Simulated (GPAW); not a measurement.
# Mo2N(OH)2 MXene monolayer in an electric field

How does Mo2N(OH)2 MXene monolayer screen a perpendicular field?

Program: GPAW 26.7.0. Level of theory: GPAW, PAW setups; layer in a repeated cell with vacuum, relaxation of atoms and in-plane cell, in the first sound run; inputs show where later runs differ. Results are calculated unless marked as measured.

Report form: the programs' logs are mostly left out.

## (1) The structure

The cell holds 7 atoms: 2 H, 2 O, 2 Mo and 1 N. Cell: a = 2.953 Å, b = 2.953 Å, c = 20.552 Å, α = 90.0°, β = 90.0°, γ = 120.0°. Vacuum lies along c.

## (2) Relaxation

The atoms are relaxed first, since the surface dipole, and with it the work function, follows the positions of the outer layers.

Input file run.py:

```python
import json
import numpy as np
from ase import Atoms
from ase.filters import FrechetCellFilter
from ase.optimize import BFGS
from gpaw import GPAW, PW

slab = Atoms(
    ['H', 'O', 'Mo', 'N', 'Mo', 'O', 'H'],
    positions=[
        [-0.00000, 1.70505, 7.00000],
        [-0.00000, 1.70505, 7.98000],
        [1.47662, 0.85253, 9.11089],
        [0.00000, 0.00000, 10.27616],
        [-0.00000, 1.70505, 11.44143],
        [1.47662, 0.85253, 12.57232],
        [1.47662, 0.85253, 13.55232]],
    cell=[[2.95324, 0.0, 0.0], [-1.47662, 2.55758, 0.0], [0.0, 0.0, 20.5523]],
    pbc=[True, True, True])

slab.calc = GPAW(mode=PW(600), xc='PBE', kpts={'size': (12, 12, 1), 'gamma': True},
                 occupations={'name': 'fermi-dirac', 'width': 0.05}, nbands='160%',
                 convergence={'density': 1e-05}, maxiter=200,
                 symmetry={'tolerance': 1e-3}, txt='slab.txt')
result = {}
# The in-plane cell is free; stress needs a cell that repeats along all three vectors
path = []
opt = BFGS(FrechetCellFilter(slab, mask=[1, 1, 0, 0, 0, 1]), maxstep=0.2)
opt.attach(lambda: path.append((slab.get_potential_energy(), slab.positions.tolist(), slab.get_forces().tolist())))
result['relaxed'] = bool(opt.run(fmax=0.02, steps=45))
result['path'] = path
result['cell'] = slab.cell.tolist()
print('in-plane lattice', slab.cell.cellpar().round(4)[[0, 1, 5]])
energy = slab.get_potential_energy()
fermi = slab.calc.get_fermi_level()
v = slab.calc.get_electrostatic_potential().mean((0, 1)) - fermi
n = slab.calc.get_pseudo_density().mean((0, 1))
L = slab.cell[2, 2]
z = np.arange(len(v)) * L / len(v)
low, high = slab.positions[:, 2].min(), slab.positions[:, 2].max()
below, above = np.interp([low - 4.8, high + 4.8], z, v)
slopes = [np.interp(x, z, np.gradient(v, z)) for x in (low - 4.8, high + 4.8)]
eps = np.array([[slab.calc.get_eigenvalues(k, s) for k in range(len(slab.calc.get_ibz_k_points()))]
                for s in range(slab.calc.get_number_of_spins())]) - fermi
top, bottom = eps[eps < 0].max(), eps[eps > 0].min()
dipole = slab.get_dipole_moment()[2]
print(f'energy {energy:.4f} eV, Fermi level {fermi:.4f} eV, dipole {dipole:.5f} e A')
print(f'potential 4.8 A off the faces, from the Fermi level: lower {below:.4f} eV, upper {above:.4f} eV')
print(f'slope of the potential there: lower {slopes[0]:.5f}, upper {slopes[1]:.5f} eV/A')
print(f'nearest levels on the mesh: {top:.4f} and {bottom:.4f} eV')
print('magnetic moment', round(slab.get_magnetic_moment(), 3))
result.update(energy=energy, fermi=fermi, dipole=dipole, below=below, above=above, slopes=slopes, edges=[top, bottom],
              z=z.tolist(), v=v.tolist(), n=n.tolist(), positions=slab.positions.tolist(),
              forces=slab.get_forces(apply_constraint=False).tolist(), moments=slab.get_magnetic_moments().tolist())
json.dump(result, open('result.json', 'w'))
```

Command:

```bash
OMP_NUM_THREADS=1 OPENBLAS_NUM_THREADS=1 python run.py
```

Wall time 19 min (1 thread of Arm Neoverse V2, shared host); peak memory 0.48 GiB.

This run has no spin polarisation, although Mo can carry a moment.

This step gave:

```yaml
dipole_along_the_normal: 3.49e-4 e·Å
levels_nearest_the_fermi_level_on_the_mesh: -0.007898, 0.01120 eV from the Fermi level
```

Electrostatic potential energy of an electron (without an applied field's), less the Fermi level, planar mean against z:

z (Å), electrostatic potential energy of an electron (without an applied field's), less the Fermi level, planar mean (eV) and a bar from the least value:
```
      0.0        2.4 ##############################
      0.5        2.4 ##############################
      1.0        2.4 ##############################
      1.5        2.4 ##############################
      2.0        2.4 ##############################
      2.5        2.4 ##############################
      3.0        2.4 ##############################
      3.5        2.3 ##############################
      4.0        2.2 ##############################
      4.5        2.1 ##############################
      5.0        1.7 #############################
      5.5        1.1 #############################
      6.0       -0.3 ###########################
      6.5       -1.9 ##########################
      7.0       -3.7 ########################
      7.5      -11.8 ################
      8.0       -7.5 ####################
      8.5      -23.3 ####
      9.0      -27.8 
      9.5       -9.9 ##################
     10.0       -9.2 ##################
     10.5      -10.6 #################
     11.0       -8.8 ###################
     11.5      -26.1 ##
     12.0      -25.3 ###
     12.5       -8.3 ###################
     13.0      -10.7 #################
     13.5       -5.0 #######################
     14.0       -1.6 ##########################
     14.5       -0.5 ###########################
     15.0        1.0 #############################
     15.5        1.7 #############################
     16.0        2.0 ##############################
     16.5        2.2 ##############################
     17.0        2.3 ##############################
     17.5        2.4 ##############################
     18.0        2.4 ##############################
     18.5        2.4 ##############################
     19.0        2.4 ##############################
     19.5        2.4 ##############################
     20.0        2.4 ##############################
```

The pseudo valence density, planar mean oscillates, so the rows of the table below give means over windows of 1.46 Å about each position, cut where the curve ends. Its maxima inside the range that stand out by 2 % of the span (Å: e/Å³): 7.4: 1.11, 8.7: 2.04, 10.3: 0.822, 11.8: 2.04, 13.2: 1.11. Its minima: 8.0: 0.521, 9.6: 0.548, 11.0: 0.548, 12.5: 0.521.

The pseudo valence density, planar mean by z; means over each step:

```tsv
z (Å)	pseudo valence density, planar mean (e/Å³)
2.19	2.0e-4
3.65	0.00133
5.11	0.0106
6.57	0.349
8.03	0.976
9.49	1.01
10.95	0.920
12.41	1.05
13.87	0.425
15.33	0.0138
16.79	0.00152
18.25	2.3e-4
19.71	3.2e-5
```

The relaxation lowered the energy of the cell by 2.06 eV (energies extrapolated to zero smearing; the optimiser's log prints free energies). The largest force left on a free atom is 0.018 eV/Å.

## (3) Plane waves, PBE

The work function is the vacuum plateau of the electrostatic potential less the Fermi level; a dipole layer lets the two faces have plateaus of their own.

This step: GPAW, PAW setups; slab in vacuum (GPAW 26.7.0).

The cell differs from the one that the last finished run ended in (c 20.552 → 21.753 Å).

Input file run.py:

```python
import json
import numpy as np
from ase import Atoms
from gpaw import GPAW, PW

slab = Atoms(
    ['H', 'O', 'Mo', 'N', 'Mo', 'O', 'H'],
    positions=[
        [-0.00000, 1.61254, 7.00000],
        [0.00000, 1.61254, 7.98055],
        [1.39650, 0.80627, 9.41815],
        [-0.00000, 0.00000, 10.87642],
        [-0.00000, 1.61254, 12.33469],
        [1.39650, 0.80627, 13.77229],
        [1.39650, 0.80627, 14.75284]],
    cell=[[2.79301, 0.0, 0.0], [-1.3965, 2.41881, 0.0], [0.0, 0.0, 21.7528]],
    pbc=[True, True, False])

slab.calc = GPAW(mode=PW(500), xc='PBE', kpts={'size': (12, 12, 1), 'gamma': True},
                 occupations={'name': 'fermi-dirac', 'width': 0.05}, nbands='160%',
                 convergence={'density': 1e-05}, maxiter=200,
                 poissonsolver={'dipolelayer': 'xy'},
                 symmetry={'tolerance': 1e-3}, txt='slab.txt')
result = {}
energy = slab.get_potential_energy()
fermi = slab.calc.get_fermi_level()
v = slab.calc.get_electrostatic_potential().mean((0, 1)) - fermi
n = slab.calc.get_pseudo_density().mean((0, 1))
L = slab.cell[2, 2]
z = np.arange(len(v)) * L / len(v)
low, high = slab.positions[:, 2].min(), slab.positions[:, 2].max()
below, above = np.interp([low - 4.8, high + 4.8], z, v)
slopes = [np.interp(x, z, np.gradient(v, z)) for x in (low - 4.8, high + 4.8)]
eps = np.array([[slab.calc.get_eigenvalues(k, s) for k in range(len(slab.calc.get_ibz_k_points()))]
                for s in range(slab.calc.get_number_of_spins())]) - fermi
top, bottom = eps[eps < 0].max(), eps[eps > 0].min()
dipole = slab.get_dipole_moment()[2]
print(f'energy {energy:.4f} eV, Fermi level {fermi:.4f} eV, dipole {dipole:.5f} e A')
print(f'potential 4.8 A off the faces, from the Fermi level: lower {below:.4f} eV, upper {above:.4f} eV')
print(f'slope of the potential there: lower {slopes[0]:.5f}, upper {slopes[1]:.5f} eV/A')
print(f'nearest levels on the mesh: {top:.4f} and {bottom:.4f} eV')
print('magnetic moment', round(slab.get_magnetic_moment(), 3))
result.update(energy=energy, fermi=fermi, dipole=dipole, below=below, above=above, slopes=slopes, edges=[top, bottom],
              z=z.tolist(), v=v.tolist(), n=n.tolist(), positions=slab.positions.tolist(),
              forces=slab.get_forces(apply_constraint=False).tolist(), moments=slab.get_magnetic_moments().tolist())
json.dump(result, open('result.json', 'w'))
```

Wall time 50 s (1 thread); peak memory 0.24 GiB.

Numbers from this step:

```yaml
dipole_along_the_normal: 7.71e-4 e·Å
levels_nearest_the_fermi_level_on_the_mesh: -0.009120, 0.01104 eV from the Fermi level
upper_work_function: 2.409 eV
lower_work_function: 2.427 eV
```

The electrostatic potential energy of an electron (without an applied field's), less the Fermi level, planar mean oscillates, so the rows of the table below give means over windows of 1.9 Å about each position, cut where the curve ends. Its maxima inside the range that stand out by 2 % of the span (Å: eV): 7.3: -0.914, 8.4: -6.26, 10.3: -6.38, 11.4: -6.39, 13.3: -6.27, 14.4: -0.931. Its minima: 7.0: -2.23, 8.0: -13.0, 9.4: -30.7, 10.9: -15.3, 12.3: -30.7, 13.8: -13.0, 14.8: -2.24.

Electrostatic potential energy of an electron (without an applied field's), less the Fermi level, planar mean against z; means over each step:

```tsv
z (Å)	electrostatic potential energy of an electron (without an applied field's), less the Fermi level, planar mean (eV)
0.95	2.43
2.85	2.41
4.75	2.14
6.65	-0.376
8.55	-14.4
10.45	-13.1
12.35	-17.7
14.25	-4.94
16.15	1.52
18.05	2.34
19.95	2.41
```

The pseudo valence density, planar mean oscillates, so the rows of the table below give means over windows of 1.45 Å about each position, cut where the curve ends. Its maxima inside the range that stand out by 2 % of the span (Å: e/Å³): 8.0: 1.11, 9.4: 2.11, 10.9: 0.817, 12.3: 2.11, 13.8: 1.11. Its minima: 8.7: 0.531, 10.2: 0.557, 11.6: 0.557, 13.1: 0.531.

Pseudo valence density, planar mean against z; means over each step:

z (Å), pseudo valence density, planar mean (e/Å³) and a bar:
```
     2.17       0.00 
     3.62       0.00 
     5.07       0.00 
     6.52       0.08 ##
     7.97       0.72 #################
     9.42       1.25 ##############################
    10.87       0.68 ################
    12.32       1.25 ##############################
    13.77       0.72 #################
    15.22       0.08 ##
    16.67       0.00 
    18.12       0.00 
    19.57       0.00
```

Force by atom:

```tsv
atom	x (eV/Å)	y (eV/Å)	z (eV/Å)	size
H1	0.000	0.000	-0.113	0.113
O2	0.000	0.000	0.123	0.123
Mo3	0.000	0.000	-0.030	0.030
N4	0.000	0.000	0.000	0.000
Mo5	0.000	0.000	0.030	0.030
O6	0.000	0.000	-0.123	0.123
H7	0.000	0.000	0.113	0.113
```

The potential is flat to 0.009 eV/Å where it is read, so the vacuum is wide enough.

## (4) In a field

A uniform field along the normal polarises the slab; the atoms stay fixed, so this is the electronic response alone.

Changes to run.py since step 3:

```diff
@@ -4,2 +4,3 @@
 from gpaw import GPAW, PW
+from gpaw.external import ConstantElectricField
 
@@ -22,2 +23,3 @@
                  poissonsolver={'dipolelayer': 'xy'},
+                 external=ConstantElectricField(-0.2, [0, 0, 1]),
                  symmetry={'tolerance': 1e-3}, txt='slab.txt')
```

The job ended after 4.4 min (1 thread; peak memory 0.49 GiB).

Numbers from this step:

```yaml
dipole_along_the_normal: -0.1027 e·Å
levels_nearest_the_fermi_level_on_the_mesh: -0.009436, 0.01058 eV from the Fermi level
potential_below_the_slab_the_applied_field_s_own_ramp_left_out: 1.074 eV from the Fermi level
potential_above_the_slab_the_applied_field_s_own_ramp_left_out: 3.818 eV from the Fermi level
```

The electrostatic potential energy of an electron (without an applied field's), less the Fermi level, planar mean oscillates, so the rows of the table below give means over windows of 1.9 Å about each position, cut where the curve ends. Its maxima inside the range that stand out by 2 % of the span (Å: eV): 7.3: -1.67, 8.4: -6.77, 10.3: -6.49, 11.4: -6.28, 13.3: -5.76, 14.4: -0.182, 21.2: 3.83. Its minima: 7.0: -3.07, 8.0: -13.6, 9.4: -31.0, 10.9: -15.3, 12.3: -30.4, 13.8: -12.4, 14.8: -1.41.

Table of electrostatic potential energy of an electron (without an applied field's), less the Fermi level, planar mean by z; means over each step:

```tsv
z (Å)	electrostatic potential energy of an electron (without an applied field's), less the Fermi level, planar mean (eV)
0.95	1.21
2.85	1.07
4.75	0.878
6.65	-1.30
8.55	-14.9
10.45	-13.1
12.35	-17.4
14.25	-4.22
16.15	2.67
18.05	3.71
19.95	3.82
```

Force by atom:

```tsv
atom	x (eV/Å)	y (eV/Å)	z (eV/Å)	size
H1	0.000	0.000	-0.094	0.094
O2	0.000	0.000	0.074	0.074
Mo3	0.000	0.000	0.010	0.010
N4	0.000	0.000	-0.025	0.025
Mo5	0.000	0.000	0.065	0.065
O6	0.000	0.000	-0.160	0.160
H7	0.000	0.000	0.127	0.127
```

The dipole is now -0.103 e Å, against 7.7e-4 in the run without a field.

## (5) Field on

Changes to run.py since step 4:

```diff
@@ -23,3 +23,3 @@
                  poissonsolver={'dipolelayer': 'xy'},
-                 external=ConstantElectricField(-0.2, [0, 0, 1]),
+                 external=ConstantElectricField(-0.1, [0, 0, 1]),
                  symmetry={'tolerance': 1e-3}, txt='slab.txt')
```

It took 4.4 min on 1 thread; peak memory 0.49 GiB.

This step gave:

```yaml
dipole_along_the_normal: -0.05134 e·Å
levels_nearest_the_fermi_level_on_the_mesh: -0.009171, 0.01088 eV from the Fermi level
potential_below_the_slab_the_applied_field_s_own_ramp_left_out: 1.739 eV from the Fermi level
potential_above_the_slab_the_applied_field_s_own_ramp_left_out: 3.111 eV from the Fermi level
```

Electrostatic potential energy of an electron (without an applied field's), less the Fermi level, planar mean against z:

```tsv
z (Å)	electrostatic potential energy of an electron (without an applied field's), less the Fermi level, planar mean (eV)
0.0	2.43
0.5	1.74
1.0	1.74
1.5	1.74
2.0	1.74
2.5	1.74
3.0	1.73
3.5	1.71
4.0	1.68
4.5	1.61
5.0	1.48
5.5	1.23
6.0	0.737
6.5	-0.357
7.0	-2.60
7.5	-2.38
8.0	-13.2
8.5	-6.70
9.0	-19.5
9.5	-30.1
10.0	-13.0
10.5	-7.28
11.0	-13.4
11.5	-7.01
12.0	-22.3
12.5	-28.2
13.0	-10.5
13.5	-8.14
14.0	-7.57
14.5	-0.649
15.0	-0.655
15.5	1.32
16.0	2.15
16.5	2.58
17.0	2.83
17.5	2.97
18.0	3.04
18.5	3.08
19.0	3.10
19.5	3.11
20.0	3.12
20.5	3.12
21.0	3.12
21.5	2.91
```

Force by atom:

```tsv
atom	x (eV/Å)	y (eV/Å)	z (eV/Å)	size
H1	0.000	0.000	-0.104	0.104
O2	0.000	0.000	0.100	0.100
Mo3	0.000	0.000	-0.010	0.010
N4	0.000	0.000	-0.013	0.013
Mo5	0.000	0.000	0.048	0.048
O6	0.000	0.000	-0.143	0.143
H7	0.000	0.000	0.121	0.121
```

The dipole is now -0.0513 e Å, against 7.7e-4 in the run without a field.

## (6) In a field

Changes to run.py since step 5:

```diff
@@ -23,3 +23,3 @@
                  poissonsolver={'dipolelayer': 'xy'},
-                 external=ConstantElectricField(-0.1, [0, 0, 1]),
+                 external=ConstantElectricField(-0.05, [0, 0, 1]),
                  symmetry={'tolerance': 1e-3}, txt='slab.txt')
```

Wall time 4.1 min (1 thread); peak memory 0.5 GiB.

The electrostatic potential energy of an electron (without an applied field's), less the Fermi level, planar mean oscillates, so the rows of the table below give means over windows of 1.9 Å about each position, cut where the curve ends. Its maxima inside the range that stand out by 2 % of the span (Å: eV): 7.3: -1.11, 8.4: -6.39, 10.3: -6.41, 11.4: -6.36, 13.3: -6.14, 14.4: -0.737. Its minima: 7.0: -2.44, 8.0: -13.2, 9.4: -30.7, 10.9: -15.3, 12.3: -30.6, 13.8: -12.9, 14.8: -2.03.

Electrostatic potential energy of an electron (without an applied field's), less the Fermi level, planar mean against z; means over each step:

```tsv
z (Å)	electrostatic potential energy of an electron (without an applied field's), less the Fermi level, planar mean (eV)
0.95	2.12
2.85	2.06
4.75	1.81
6.65	-0.613
8.55	-14.5
10.45	-13.1
12.35	-17.7
14.25	-4.75
16.15	1.82
18.05	2.69
19.95	2.76
```

## (7) Field on

Changes to run.py since step 6:

```diff
@@ -23,3 +23,3 @@
                  poissonsolver={'dipolelayer': 'xy'},
-                 external=ConstantElectricField(-0.05, [0, 0, 1]),
+                 external=ConstantElectricField(0.05, [0, 0, 1]),
                  symmetry={'tolerance': 1e-3}, txt='slab.txt')
```

Elapsed: 4.1 min, on 1 thread; peak memory 0.5 GiB.

(Continued in part 2 of 2.)

[Logs are printed without paths, hosts, clocks, repeated set-up lines and the standing remarks that a program may print on its own settings, such as how far it seeks lower states.]

[Hosts, paths, dates, database ids (printed as entryN), source tags and the programs' standing remarks are cut or masked in the printed files.]
